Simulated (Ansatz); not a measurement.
**Au(111) film, 5 layers, flat: channels in plane against thickness**

Aim: the ballistic channels of flat films against thickness, first Au(111) film, 5 layers, flat.

Main program and level: Ansatz 0.2.0; Ansatz plane-wave DFT, PBE, PAW files; ballistic transport by layer matching (Landauer), zero bias; PAW set soft_1.

## (1) The structure

The cell holds 10 atoms: 10 Au. Cell: a = 20.418 Å, b = 2.884 Å, c = 4.995 Å, α = 90.0°, β = 90.0°, γ = 90.0°. It derives from Au. Vacuum lies along a. The structure's axis is c.

## (2) With 5 layers

Vacuum lies along the first vector, which takes one k-point, and the current runs in the film's plane. One period is a perfect wire, so its channels are the result. Energies from -0.27 to 0.27 eV in steps of 0.036 eV cover the slope of the Fermi function at 300 K, so the program can form a conductance.

The input, input.yaml:

```yaml
crystal:
  lattice:
    - [20.4183149413, 0.0, 0.0]
    - [0.0, 2.8837582304, 0.0]
    - [0.0, 0.0, 4.9948157718]
  atoms:
    - { symbol: Au, position: [0.2203903707, 0.0, 0.0] }
    - { symbol: Au, position: [0.2203903707, 0.5, 0.5] }
    - { symbol: Au, position: [0.3357073664, 0.0, 0.3333333333] }
    - { symbol: Au, position: [0.3357073664, 0.5, 0.8333333333] }
    - { symbol: Au, position: [0.4510243621, 0.0, 0.6666666667] }
    - { symbol: Au, position: [0.4510243621, 0.5, 0.1666666667] }
    - { symbol: Au, position: [0.5663413577, 0.0, 0.0] }
    - { symbol: Au, position: [0.5663413577, 0.5, 0.5] }
    - { symbol: Au, position: [0.6816583534, 0.0, 0.3333333333] }
    - { symbol: Au, position: [0.6816583534, 0.5, 0.8333333333] }
kpoints:
  mp_grid: { grid: [1, 14, 9] }
hamiltonian:
  xc: pbe
  pseudopotentials: { kind: paw, azcp: { folder: soft_1 } }
scf:
  occupations: { method: fermi_dirac, width: 0.1 }
output:
  transmission:
    leads: [[0, 0]]
    kmesh: [1, 32]
    e_range: [-0.27, 0.27]
    de: 0.036
```

Started as:

```
$ ansatz run input.yaml --threads 4 --pin off --max-ram 8192MiB --backend cpu --events-out ev --progress --plain --runs-dir out
```

Numbers of over 12 decimals in the logs are rounded to 6 here.

Output:

```text
Engine: ansatz 0.2.0, x86_64-unknown-linux-gnu
Pseudopotentials: kind: paw
Pseudopotential: Au, paw, valence charge 19, recommended cutoff 420 eV (normal), soft_1/Au.paw.azcp
Functional definition: PBE
  parameter kappa = 0.804
  parameter beta = 0.066725
  exchange = pbe_x(kappa = kappa, mu = beta*pi^2/3)
  correlation = pbe_c(beta = beta)
Crystal: 10 atoms, lattice volume = 294.102 Å³
Basis set: ecut = 420 eV, 5785 PW (Γ)
Bands: 114, of which v1, the nominal top of the filled ones, is band 95 counted from 1 (94 counted from 0)
Symmetry: 8 space group operations
Space group: P-3m1 (ITA 164), of the structure as read, at distance tolerance 6.7e-5 Å
k-points: 40 of 126
Non-local potential: Au, projectors of the file, l = 0: 3, l = 1: 2, l = 2: 2, l = 3: 1
PAW form: soft (Blöchl's): semilocal exchange-correlation on the pseudo side does not see the compensation charge
PAW one-centre angular grid: Au, 590 points (default); XC on 64 Gauss nodes
Initial density: superposition of atomic densities (neutral atoms: chi_scale 0, normalization atom)
Initial wavefunctions: pseudopotential atomic-orbital guess
Functional: x = pbe(κ = 0.804, μ = 0.219515), c = pbe(β = 0.066725)
SCF iter   1: F=—  HF=-131513.229189 eV  |F-HF|=—  |Δ(HF+E_count)|=         —  Δρ=5.13e-2  dr2=9.78e0  ethr=3.10e-3  ⟨swp⟩=6.0  Hψ=17323  notcnv=0  defer=92
preconditioner: auto → LDOS  [metal: Δε(μ)=0.033 eV  Ē_g=8.925 eV  σ=0.100 eV  W_gap=0.08  n_scr=82 (ndim 8)  ℏωp=22.7 eV  f_vac=0.388  D(μ)=3.27/eV (n_scr^D=18)  β→1.0]
SCF iter   2: F=—  HF=-131513.277948 eV  |F-HF|=—  |Δ(HF+E_count)|=   4.88e-2  Δρ=5.30e-2  dr2=7.68e0  ethr=3.10e-3  ⟨swp⟩=3.1  Hψ=10829  notcnv=0  defer=315
SCF iter   3: F=—  HF=-131510.766336 eV  |F-HF|=—  |Δ(HF+E_count)|=    2.51e0  Δρ=4.85e-3  dr2=8.70e-2  ethr=3.10e-3  ⟨swp⟩=2.2  Hψ=8608  notcnv=0  defer=330
SCF iter   4: F=—  HF=-131510.745969 eV  |F-HF|=—  |Δ(HF+E_count)|=   2.04e-2  Δρ=1.34e-3  dr2=1.55e-2  ethr=4.58e-5  ⟨swp⟩=3.1  Hψ=8627  notcnv=0  defer=322
SCF iter   5: F=—  HF=-131510.743425 eV  |F-HF|=—  |Δ(HF+E_count)|=   2.54e-3  Δρ=5.39e-4  dr2=4.01e-4  ethr=8.14e-6  ⟨swp⟩=2.1  Hψ=6523  notcnv=0  defer=322
SCF iter   6: F=—  HF=-131510.743761 eV  |F-HF|=—  |Δ(HF+E_count)|=   3.36e-4  Δρ=1.23e-4  dr2=5.44e-5  ethr=2.11e-7  ⟨swp⟩=3.1  Hψ=8340  notcnv=0  defer=322
SCF iter   7: F=—  HF=-131510.743900 eV  |F-HF|=—  |Δ(HF+E_count)|=   1.39e-4  Δρ=3.11e-5  dr2=3.36e-6  ethr=2.86e-8  ⟨swp⟩=2.0  Hψ=6534  notcnv=0  defer=322
SCF iter   8: F=—  HF=-131510.743900 eV  |F-HF|=—  |Δ(HF+E_count)|=   9.46e-8  Δρ=1.06e-5  dr2=2.11e-7  ethr=1.77e-9  ⟨swp⟩=2.2  Hψ=7232  notcnv=0  defer=322
SCF iter   9: F=-131510.743900 eV  HF=-131510.743900 eV  |F-HF|=8.18e-9  |Δ(HF+E_count)|=   1.88e-7  Δρ=2.68e-6  dr2=1.63e-8  ethr=5.26e-11  ⟨swp⟩=12.7  Hψ=17746  notcnv=0
SCF 1 converged in 9 iterations: F = -131510.743900 eV  dr2 = 1.63e-8
  greatest PAW one-centre occupation: 1.000 electrons in one spin orbital (limit 2), on the Au atom at site 9 (counted from 0), in its partial waves of l = 0
transmission: 14 of 119 steps passed
transmission: 28 of 119 steps passed
[...]
transmission: 119 of 119 steps passed
SCF converged after 9 iterations
Free energy (F): -131510.743900 eV
Harris-Foulkes:  -131510.743900 eV  (|F-HF|=8.18e-9)
Internal energy: -131510.640717 eV  (E = F + TS)
E sigma→0 (E₀):  -131510.692309 eV
Entropy (-TS):   -0.103183 eV (-10.318 meV/atom)
Fermi energy:    9.706520 eV
--- Per-component energies (eV) ---
  E_band       = -4109.745145
  E_kinetic    = 5780.297561
  E_local      = -160808.707095  (includes V_loc(G=0)·N_el)
  E_nonlocal   = 980.708466
  E_hartree    = 78256.960331
  E_xc         = -2151.471546
  E_vxc        = -2612.413804  (∫ρ·V_xc dr)
  E_paw        = -97317.079698  (= ΣΔE_a)
  E_vpaw       = -3963.556766  (= ΣTr[D̂ρ^β])
  E_aug_tail   = 0.016961  (compensation charges beyond the density's cutoff)
  E_ewald      = 43748.634302
  E_smearing   = -0.103183  (= −TS)
  E_closure    = -0.000000  (closes the sum)
  Σ components = -131510.743900   (vs F -131510.743900, Δ=0.00e0)
--- Band table (eV; the first three rows and the last of 40) ---
  k-point 0: bands = [... 91 lower, 7.9813, 8.2312, 8.2419, 8.7582, 9.4605, 9.7103, 10.4148, 10.8170, ... 15 higher]
  k-point 1: bands = [... 91 lower, 7.9186, 8.1375, 8.1562, 8.7023, 8.9921, 9.3476, 9.8717, 10.0245, ... 15 higher]
  k-point 2: bands = [... 91 lower, 7.7703, 7.8853, 7.9234, 7.9593, 8.1041, 8.8129, 9.4785, 10.5655, ... 15 higher]
  k-point 39: bands = [... 91 lower, 9.4809, 10.3314, 10.3314, 10.6949, 10.6949, 11.1821, 11.1821, 11.3645, ... 15 higher]
--- Transmission ---
  basis      : 513 plane waves across, 7 finite elements along
  points     : 17, standing for a mesh of 1 x 32
  filling    : by the input's occupations and mesh, since the crystals that have channels conduct as metals do. If one of these is a semiconductor, that mesh has misplaced its level
  energies   : 16 from -0.270000 to 0.270000 eV about the Fermi level, 0.036000 eV apart; the leads are filled to 0.000000 eV, and channels, transmission and decay are at 0.018000 eV
  crystal 0  : Au10, at the sites [0, 0], period 4.9948 Å: whole cells are its period
    offset         : up to 0.0000 Å between an atom of the period and one for which it stands
    filled         : 9.6 meV over the level at which it is neutral
    channels       : 3.843750e0 a spin
    conductance    : 4.9903e14 S/m² at 300 K; may be off by some 0.0 % by where its bands' edges are placed, 5.5 % from the k-mesh, 0.2 % from the distance to neutral
    slowest decay  : 0.1808 /Å at (0.0000, 0.5000)
```

Wall time 9.7 min (4 threads of Intel Xeon Platinum 8559C (Emerald Rapids), shared host); peak memory 3.3 GiB.

Numbers from this step:

```
free energy                                : -131510.7439 eV
energy at zero smearing                    : -131510.6923 eV
Fermi energy                               : 9.707 eV
cell area                                  : 58.88 Å²
estimated errors of the lead's conductance : 0, 5.5, 0.2 % (band edges, k-mesh, distance from neutral)
lead conductance per cell                  : 3.792 G₀
```

Per spin. Open channels, zone mean, lead against energy, zero at the Fermi level:

```tsv
energy (eV)	open channels, zone mean, lead
-0.270	3.72
-0.234	3.88
-0.198	3.88
-0.162	3.88
-0.126	3.81
-0.090	3.75
-0.054	3.75
-0.018	3.75
0.018	3.84
0.054	3.84
0.090	3.91
0.126	3.91
0.162	3.84
0.198	3.84
0.234	3.84
0.270	3.91
```

The program's largest error estimate for it is 5.5 %, from the k-mesh.

## (3) With 6 layers, thickness 14.127 A

The film grows to 6 layers.

System of this step: Au(111) film, 6 layers, flat. The cell holds 12 atoms: 12 Au. Cell: a = 22.773 Å, b = 2.884 Å, c = 4.995 Å, α = 90.0°, β = 90.0°, γ = 90.0°. It derives from Au. Vacuum lies along a. The structure's axis is c.

input.yaml, the sections that differ from step 2:

```yaml
crystal:
  lattice:
    - [22.7728936766, 0.0, 0.0]
    - [0.0, 2.8837582304, 0.0]
    - [0.0, 0.0, 4.9948157718]
  atoms:
    - { symbol: Au, position: [0.1976033465, 0.0, 0.0] }
    - { symbol: Au, position: [0.1976033465, 0.5, 0.5] }
    - { symbol: Au, position: [0.300997266, 0.0, 0.3333333333] }
    - { symbol: Au, position: [0.300997266, 0.5, 0.8333333333] }
    - { symbol: Au, position: [0.4043911855, 0.0, 0.6666666667] }
    - { symbol: Au, position: [0.4043911855, 0.5, 0.1666666667] }
    - { symbol: Au, position: [0.507785105, 0.0, 0.0] }
    - { symbol: Au, position: [0.507785105, 0.5, 0.5] }
    - { symbol: Au, position: [0.6111790245, 0.0, 0.3333333333] }
    - { symbol: Au, position: [0.6111790245, 0.5, 0.8333333333] }
    - { symbol: Au, position: [0.7145729439, 0.0, 0.6666666667] }
    - { symbol: Au, position: [0.7145729439, 0.5, 0.1666666667] }
# kpoints, hamiltonian, scf, output: as in step 2
```

Output:

```text
[...]
Crystal: 12 atoms, lattice volume = 328.017 Å³
Basis set: ecut = 420 eV, 6441 PW (Γ)
Bands: 137, of which v1, the nominal top of the filled ones, is band 114 counted from 1 (113 counted from 0)
[... 1 set-up line as in the run before ...]
[...]
k-points: 40 of 126
[...]
--- Transmission ---
  basis      : 569 plane waves across, 7 finite elements along
  points     : 17, standing for a mesh of 1 x 32
[...]
crystal 0  : Au12, at the sites [0, 0], period 4.9948 Å: whole cells are its period
[...]
filled         : 9.2 meV over the level at which it is neutral
    channels       : 4.625000e0 a spin
[...]
slowest decay  : 0.1462 /Å at (0.0000, 0.5000)
[key lines of the parts left out:]
SCF converged after 9 iterations
Free energy (F): -157813.118891 eV
Fermi energy:    10.870041 eV
```

Run time: 13 min. Hardware: 4 threads; peak memory 4.1 GiB; 47 min of CPU time.

This step gave:

```yaml
free_energy: -157813.1189 eV
energy_at_zero_smearing: -157813.0578 eV
fermi_energy: 10.87 eV
cell_area: 65.67 Å²
estimated_errors_of_the_lead_s_conductance: 0, 11.3, 0.1 % (band edges, k-mesh, distance from neutral)
lead_conductance_per_cell: 4.635 G₀
```

Per spin. Table of open channels, zone mean, lead by energy, zero at the Fermi level:

```tsv
energy (eV)	open channels, zone mean, lead
-0.270	4.34
-0.234	4.41
-0.198	4.47
-0.162	4.47
-0.126	4.41
-0.090	4.56
-0.054	4.62
-0.018	4.69
0.018	4.62
0.054	4.62
0.090	4.75
0.126	4.69
0.162	4.69
0.198	4.75
0.234	4.81
0.270	4.81
```

The lead conductance per cell is 4.63 G₀, 22 % over the 3.79 G₀ of the last finished run.

## (4) With 7 layers, thickness 16.482 A

The film grows to 7 layers.

System of this step: Au(111) film, 7 layers, flat. The cell holds 14 atoms: 14 Au. Its edges and angles: a = 25.127 Å, b = 2.884 Å, c = 4.995 Å, α = 90.0°, β = 90.0°, γ = 90.0°. It derives from Au. Vacuum lies along a. The structure's axis is c.

input.yaml, the sections that differ from step 3:

```yaml
crystal:
  lattice:
    - [25.1274724119, 0.0, 0.0]
    - [0.0, 2.8837582304, 0.0]
    - [0.0, 0.0, 4.9948157718]
  atoms:
    - { symbol: Au, position: [0.1790868547, 0.0, 0.0] }
    - { symbol: Au, position: [0.1790868547, 0.5, 0.5] }
    - { symbol: Au, position: [0.2727922102, 0.0, 0.3333333333] }
    - { symbol: Au, position: [0.2727922102, 0.5, 0.8333333333] }
    - { symbol: Au, position: [0.3664975657, 0.0, 0.6666666667] }
    - { symbol: Au, position: [0.3664975657, 0.5, 0.1666666667] }
    - { symbol: Au, position: [0.4602029212, 0.0, 0.0] }
    - { symbol: Au, position: [0.4602029212, 0.5, 0.5] }
    - { symbol: Au, position: [0.5539082767, 0.0, 0.3333333333] }
    - { symbol: Au, position: [0.5539082767, 0.5, 0.8333333333] }
    - { symbol: Au, position: [0.6476136322, 0.0, 0.6666666667] }
    - { symbol: Au, position: [0.6476136322, 0.5, 0.1666666667] }
    - { symbol: Au, position: [0.7413189877, 0.0, 0.0] }
    - { symbol: Au, position: [0.7413189877, 0.5, 0.5] }
# kpoints, hamiltonian, scf, output: as in step 3
```

Output:

```text
[...]
Crystal: 14 atoms, lattice volume = 361.932 Å³
Basis set: ecut = 420 eV, 7075 PW (Γ)
Bands: 160, of which v1, the nominal top of the filled ones, is band 133 counted from 1 (132 counted from 0)
[... 1 set-up line as in the run before ...]
[...]
k-points: 40 of 126
[...]
k-point 39: bands = [... 129 lower, 12.0277, 12.4876, 12.4876, 12.6740, 12.6740, 13.0066, 13.0066, 13.3390, ... 23 higher]
--- Transmission ---
  basis      : 627 plane waves across, 7 finite elements along
  points     : 17, standing for a mesh of 1 x 32
[...]
crystal 0  : Au14, at the sites [0, 0], period 4.9948 Å: whole cells are its period
[...]
filled         : 3.8 meV under the level at which it is neutral
    channels       : 5.343750e0 a spin
[...]
[key lines of the parts left out:]
SCF converged after 9 iterations
Free energy (F): -184115.496760 eV
Fermi energy:    11.772906 eV
```

The job ended after 19 min (4 threads; peak memory 5 GiB; 67 min of CPU time).

Numbers from this step:

```yaml
free_energy: -184115.4968 eV
energy_at_zero_smearing: -184115.4278 eV
fermi_energy: 11.77 eV
cell_area: 72.46 Å²
estimated_errors_of_the_lead_s_conductance: 0, 5.2, 0 % (band edges, k-mesh, distance from neutral)
lead_conductance_per_cell: 5.323 G₀
```

Per spin. Open channels, zone mean, lead against energy, zero at the Fermi level:

```tsv
energy (eV)	open channels, zone mean, lead
-0.270	5.25
-0.234	5.25
-0.198	5.19
-0.162	5.19
-0.126	5.22
-0.090	5.28
-0.054	5.28
-0.018	5.28
0.018	5.34
0.054	5.34
0.090	5.34
0.126	5.41
0.162	5.47
0.198	5.53
0.234	5.53
0.270	5.53
```

The lead conductance per cell is 5.32 G₀, 15 % over the 4.63 G₀ of the last finished run, no more than the error estimates, leads' steps apart, of 11 and 5.2 % together.

## (5) Cost and result by level

Times are for 4 threads of Intel Xeon Platinum 8559C (Emerald Rapids), shared host. The runs compared:

```tsv
no.	layers	lead conductance per cell (G₀)	time	memory (GiB)
1	5	3.792	9.7 min	3.3
2	6	4.635	13 min	4.1
3	7	5.323	19 min	5.0
```

The runs together. Open channels, zone mean against energy, zero at the Fermi level:

```tsv
energy (eV)	5	6	7
-0.270	3.72	4.34	5.25
-0.234	3.88	4.41	5.25
-0.198	3.88	4.47	5.19
-0.162	3.88	4.47	5.19
-0.126	3.81	4.41	5.22
-0.090	3.75	4.56	5.28
-0.054	3.75	4.62	5.28
-0.018	3.75	4.69	5.28
0.018	3.84	4.62	5.34
0.054	3.84	4.62	5.34
0.090	3.91	4.75	5.34
0.126	3.91	4.69	5.41
0.162	3.84	4.69	5.47
0.198	3.84	4.75	5.53
0.234	3.84	4.81	5.53
0.270	3.91	4.81	5.53
```

## (6) Results

```json
{
 "conductance per cell, 5 layers": "3.79 G₀",
 "conductance per cell, 6 layers": "4.63 G₀",
 "conductance per cell, 7 layers": "5.32 G₀"
}
```

In words: The conductance per cell width goes from 3.79 G0 at 5 to 5.32 G0 at 7 layers. Over the film's own cross-section (layers × spacing × width) the conductance runs from 0.87 to 0.87×10¹⁵ S/m²; that nominal section leaves out the charge that spills into the vacuum, which flatters the thinnest films. The gains from one thickness to the next are 0.84 and 0.69 G0 per added layer; their spread isn't beyond the error estimates. The film repeats perfectly along the current, so nothing scatters; its faces are clean and not relaxed. Spin-orbit coupling is left out, which matters for Au. The program's error estimates for the conductances, leads' steps apart, run from 5.2 to 11 %.

[Logs are printed without paths, hosts, clocks, repeated set-up lines and the standing remarks that a program may print on its own settings, such as how far it seeks lower states.]

[Hosts, paths, dates, database ids (printed as entryN), source tags and the programs' standing remarks are cut or masked in the printed files.]
